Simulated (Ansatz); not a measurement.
# MgSc (Pm-3m): coupling and resistivity against added charge, part 2 of 2

How do λ and ρ of MgSc (Pm-3m) move with the band filling?

Ansatz 0.2.0; DFT PBEsol, scalar-relativistic, plane waves, PAW; PAW set soft_1.

So far, coupling constant λ: step 3 (resistivity: q 2×2×2, k 6×6×6, scattering 12×12×12) 0.324; step 4 (added electrons per cell -0.2) 0.398; step 6 (added electrons per cell -0.4) 0.377. Also resistivity at 300 K (μΩ cm): step 3 29; step 4 35.9; step 6 45.8. The relaxed cell has a = 3.563 Å (conventional setting).

## 8. Coupling and resistivity: 0.1 holes added a cell on a uniform background

input.yaml reads:

```yaml
crystal:
  lattice:
    - [3.5632219614, 0.0, 0.0]
    - [0.0, 3.5632219614, 0.0]
    - [0.0, 0.0, 3.5632219614]
  atoms:
    - { symbol: Mg, position: [0.0, 0.0, 0.0] }
    - { symbol: Sc, position: [0.5, 0.5, 0.5] }
total_charge: 0.1
kpoints:
  mp_grid: { grid: [6, 6, 6] }
hamiltonian:
  xc: pbesol
  pseudopotentials: { kind: paw, azcp: { folder: soft_1 }, xc_functional: pbe }
scf:
  occupations: { method: methfessel_paxton, width: 0.2 }
output:
  eigenvalues: true
phonons:
  method: dfpt
  qmesh: [2, 2, 2]
  temperatures: { t_max: 1000, t_step: 50 }
  qpath:
    path:
      - [[0.0, 0.0, 0.0], [0.0, 0.5, 0.0], [0.5, 0.5, 0.0], [0.0, 0.0, 0.0], [0.5, 0.5, 0.5], [0.0, 0.5, 0.0]]
      - [[0.5, 0.5, 0.5], [0.5, 0.5, 0.0]]
    npoints: 10
  electrical_resistivity:
    mesh: [12, 12, 12]
    temperatures: [20.0, 50.0, 77.0, 100.0, 150.0, 200.0, 300.0, 400.0, 600.0, 800.0]
```

Command:

```
ansatz run input.yaml --threads 4 --pin off --max-ram 12288MiB --backend cpu --events-out ev --progress --plain --runs-dir out
```

Run time: 17 s. Hardware: 4 threads of Intel Xeon Platinum 8488C (Sapphire Rapids), shared host; peak memory 0.72 GiB; 59 s of CPU time.

This step gave:

```
zero point energy                                 : 0.06649 eV/cell
highest frequency, solved or plainly interpolated : 267.8 cm⁻¹
Debye temperature (second moment)                 : 351 K
resistivity at 300 K                              : 32.23 μΩ cm
coupling constant λ                               : 0.3819
density of states at the Fermi level              : 1.607 states/eV a spin and cell
log mean phonon energy ħω_log                     : 16.73 meV
transport coupling constant λ_tr                  : 0.4773, 0.4773, 0.4773 (xx, yy, zz)
Drude plasma energy                               : 3.899, 3.899, 3.899 eV (xx, yy, zz)
resistivity times mean free path                  : 11.01, 11.01, 11.01 × 10⁻¹⁶ Ω m² (xx, yy, zz)
second-moment phonon energy ħω₂                   : 20.36 meV, from the broadened α²F curve
coupling λ by branch                              : 0.132, 0.061, 0.0594, 0.0391, 0.0371, 0.0533 (branches by rank of frequency)
```

Some points of the scattering mesh along the symmetry lines, up to three branches each (those of largest λ), at most 39 rows; the frequencies are those of the scattering step, which can differ from the solved and plainly interpolated ones; single rows converge slowly. Mode couplings:

```
    q1      q2      q3  branch  ħω (meV)     λ_q  half width (meV)
     0  0.3333       0       1     15.17   0.574             0.666
     0  0.3333       0       2     16.37   0.016            0.0217
     0  0.3333       0       4     29.13  0.0521             0.223
0.1667     0.5       0       1     16.71   0.223             0.314
0.1667     0.5       0       4     27.87  0.0427             0.168
0.1667     0.5       0       6      28.6  0.0557              0.23
   0.5     0.5       0       1      7.74   0.252            0.0763
   0.5     0.5       0       2      7.74   0.252            0.0763
   0.5     0.5       0       5      29.8   0.105             0.472
0.1667  0.1667       0       1       5.8   0.244            0.0414
0.1667  0.1667       0       2     11.66  0.0656            0.0451
0.1667  0.1667       0       3      14.5   0.145             0.154
  0.25    0.25    0.25       1     13.52  0.0394            0.0364
  0.25    0.25    0.25       3     18.84  0.0782              0.14
  0.25    0.25    0.25       4     27.26  0.0778             0.292
0.4167     0.5  0.4167       4     26.81   0.049             0.178
0.4167     0.5  0.4167       5     27.66   0.052             0.201
0.4167     0.5  0.4167       6     27.88  0.0534              0.21
0.0833     0.5  0.0833       1     18.04   0.249             0.409
0.0833     0.5  0.0833       4     27.27  0.0303             0.114
0.0833     0.5  0.0833       6     28.47  0.0237             0.097
   0.5     0.5  0.3333       4     27.38  0.0323             0.122
   0.5     0.5  0.3333       5     28.24  0.0553             0.223
   0.5     0.5  0.3333       6     28.24  0.0553             0.223
   0.5     0.5       0       1      7.74   0.252            0.0763
   0.5     0.5       0       2      7.74   0.252            0.0763
   0.5     0.5       0       5      29.8   0.105             0.472
```

By its own test the run is not converged in the mesh. λ = 0.382 and 32.2 μΩ cm at 300 K, against 0.324 and 29 in the neutral cell (+18.0 % and +11.1 %). N(E_F) moves by +26.8 % and the coupling-weighted phonon energy by -0.5 %; λ goes as N/ω², which would give +28.1 % if the matrix elements stayed. The run's own test puts 51 % between its two finest meshes on the component of the resistivity at 300 K that moves most, more than that change; on the next coarser mesh the mean ρ changes by +7.6 % between the two runs, against +11.1 % on the finest. By the run's own test λ moves by 10 % between its two finest scattering meshes.

## 9. Resistivity: 0.1 electrons added a cell on a uniform background

input.yaml, as its differences from that of step 8:

```diff
@@ -8,3 +8,3 @@
     - { symbol: Sc, position: [0.5, 0.5, 0.5] }
-total_charge: 0.1
+total_charge: -0.1
 kpoints:
```

The job ended after 16 s (4 threads; peak memory 0.72 GiB; 57 s of CPU time).

This step gave:

```
zero point energy                                 : 0.06693 eV/cell
highest frequency, solved or plainly interpolated : 265.2 cm⁻¹
Debye temperature (second moment)                 : 355 K
resistivity at 300 K                              : 27.21 μΩ cm
coupling constant λ                               : 0.3156
density of states at the Fermi level              : 1.193 states/eV a spin and cell
log mean phonon energy ħω_log                     : 15.65 meV
transport coupling constant λ_tr                  : 0.3887, 0.3887, 0.3887 (xx, yy, zz)
Drude plasma energy                               : 4, 4, 4 eV (xx, yy, zz)
resistivity times mean free path                  : 11.39, 11.39, 11.39 × 10⁻¹⁶ Ω m² (xx, yy, zz)
second-moment phonon energy ħω₂                   : 20.14 meV, from the broadened α²F curve
coupling λ by branch                              : 0.119, 0.0523, 0.0464, 0.0236, 0.036, 0.0383 (branches by rank of frequency)
```

Resistivity, by row:

| T (K) | ρ_xx (μΩ cm) | ρ_yy | ρ_zz | ρ by Ziman's lowest order, mean | ρ by relaxation times, mean | within 2 % of the coarser mesh |
| --- | --- | --- | --- | --- | --- | --- |
| 20 | 0.07258 | 0.07258 | 0.07258 | 0.1201 | 0.09667 | no |
| 50 | 1.406 | 1.406 | 1.406 | 1.758 | 1.374 | no |
| 77 | 3.783 | 3.783 | 3.783 | 4.28 | 3.526 | no |
| 100 | 6.169 | 6.169 | 6.169 | 6.716 | 5.686 | no |
| 150 | 11.58 | 11.58 | 11.58 | 12.18 | 10.6 | no |
| 200 | 16.89 | 16.89 | 16.89 | 17.59 | 15.44 | no |
| 300 | 27.21 | 27.21 | 27.21 | 28.24 | 24.85 | no |
| 400 | 37.31 | 37.31 | 37.31 | 38.79 | 34.1 | no |
| 600 | 57.16 | 57.16 | 57.16 | 59.72 | 52.32 | no |
| 800 | 76.6 | 76.6 | 76.6 | 80.47 | 70.29 | no |

By its own test the run is not converged in the mesh. λ = 0.316 and 27.2 μΩ cm at 300 K, against 0.324 and 29 in the neutral cell (-2.5 % and -6.2 %). The run's own test puts 56 % between its two finest meshes on the component of the resistivity at 300 K that moves most, more than that change; on the next coarser mesh the mean ρ changes by -6.3 % between the two runs, against -6.2 % on the finest. By the run's own test λ moves by 17 % between its two finest scattering meshes.

## 10. The variants together

Series, by row:

```csv
run,change,level of theory,method,q mesh or supercell,k mesh,scattering mesh,smearing,volume (Å³/atom),N(E_F) (states/eV/spin),lambda,omega_log (meV),rho 300 K (μΩ cm),core-minutes,wall (s)
b,-,"PBEsol, scalar-relativistic, PAW; PAW set soft_1",dfpt,2x2x2,6x6x6,12x12x12,methfessel_paxton 0.2,22.62,1.267,0.3237,16.63,29,1,18
q+0.10,0.2 holes added a cell on a uniform background,"PBEsol, scalar-relativistic, PAW; PAW set soft_1",dfpt,2x2x2,6x6x6,12x12x12,methfessel_paxton 0.2,22.62,1.698,0.398,16.72,35.87,1,18
q+0.20,0.4 holes added a cell on a uniform background,"PBEsol, scalar-relativistic, PAW; PAW set soft_1",dfpt,2x2x2,6x6x6,12x12x12,methfessel_paxton 0.2,22.62,1.695,0.3772,17.05,45.83,1,18
q+0.05,0.1 holes added a cell on a uniform background,"PBEsol, scalar-relativistic, PAW; PAW set soft_1",dfpt,2x2x2,6x6x6,12x12x12,methfessel_paxton 0.2,22.62,1.607,0.3819,16.73,32.23,0.98,17
q-0.05,0.1 electrons added a cell on a uniform background,"PBEsol, scalar-relativistic, PAW; PAW set soft_1",dfpt,2x2x2,6x6x6,12x12x12,methfessel_paxton 0.2,22.62,1.193,0.3156,15.65,27.21,0.95,16
```

## 11. Results

```
run                                             : PBEsol, q 2×2×2, k 6×6×6, scattering 12×12×12
coupling constant λ                             : 0.324
log mean phonon energy ħω_log                   : 16.6 meV
states at the Fermi level                       : 1.27 states/eV/spin/cell
resistivity at 300 K                            : 29 μΩ cm
Drude plasma energy                             : 3.97 eV
resistivity times mean free path                : 11.2 × 10⁻¹⁶ Ω m²
change between its two finest scattering meshes : λ 9 %, resistivity at 300 K 56 %
time of that run                                : 18 s
-0.4 electrons a cell: N(E_F), λ, ρ(300 K)      : 1.70 states/eV a spin, 0.377, 45.8 μΩ cm
-0.2 electrons a cell: N(E_F), λ, ρ(300 K)      : 1.70 states/eV a spin, 0.398, 35.9 μΩ cm
-0.1 electrons a cell: N(E_F), λ, ρ(300 K)      : 1.61 states/eV a spin, 0.382, 32.2 μΩ cm
+0 electrons a cell: N(E_F), λ, ρ(300 K)        : 1.27 states/eV a spin, 0.324, 29 μΩ cm
+0.1 electrons a cell: N(E_F), λ, ρ(300 K)      : 1.19 states/eV a spin, 0.316, 27.2 μΩ cm
```

In words: Over the 5 runs that ended, ρ(300 K) of MgSc (Pm-3m) spans 27.2 to 45.8 μΩ cm and λ 0.316 to 0.398; the run with 0.4 holes added a cell on a uniform background lies farthest from the median resistivity of 32.2 (+42 %). λ rises and falls with the density of states across the fillings, though the phonons change too. The cell is held at the neutral lattice, and the background stands in for dopants, which would also scatter. With +0.2 and +0.4 electrons a cell a mode turns imaginary on these meshes. The coupling is weak (λ = 0.32), so phonons raise the electrons' mass at the Fermi surface by about 32 %. Values of ρ(T) under 50 K rest on the softest modes, mostly interpolated ones, and are the least sure of the table. The high-temperature form ρ = 2π k_B T λ_tr/(ħ ε₀ ω_p²) gives 30.5 μΩ cm along x at 300 K, against 29 from the Boltzmann equation. The three lowest branches give 67 % of λ. By the run's own test, which takes the component that moves most, the resistivity at 300 K moves by 56 % between its two finest scattering meshes, so it is not converged. In the run quoted no mode is imaginary at the wavevectors of the 2×2×2 mesh; another run of the session found or stopped at an imaginary mode. Only scattering by harmonic phonons counts; impurities, grain boundaries and thermal expansion are left out. The PAW files were made for PBE; under other functionals the run regenerates their frozen core.

[Logs are printed without paths, hosts, clocks, repeated set-up lines and the standing remarks that a program may print on its own settings, such as how far it seeks lower states.]

[Hosts, paths, dates, database ids (printed as entryN), source tags and the programs' standing remarks are cut or masked in the printed files.]
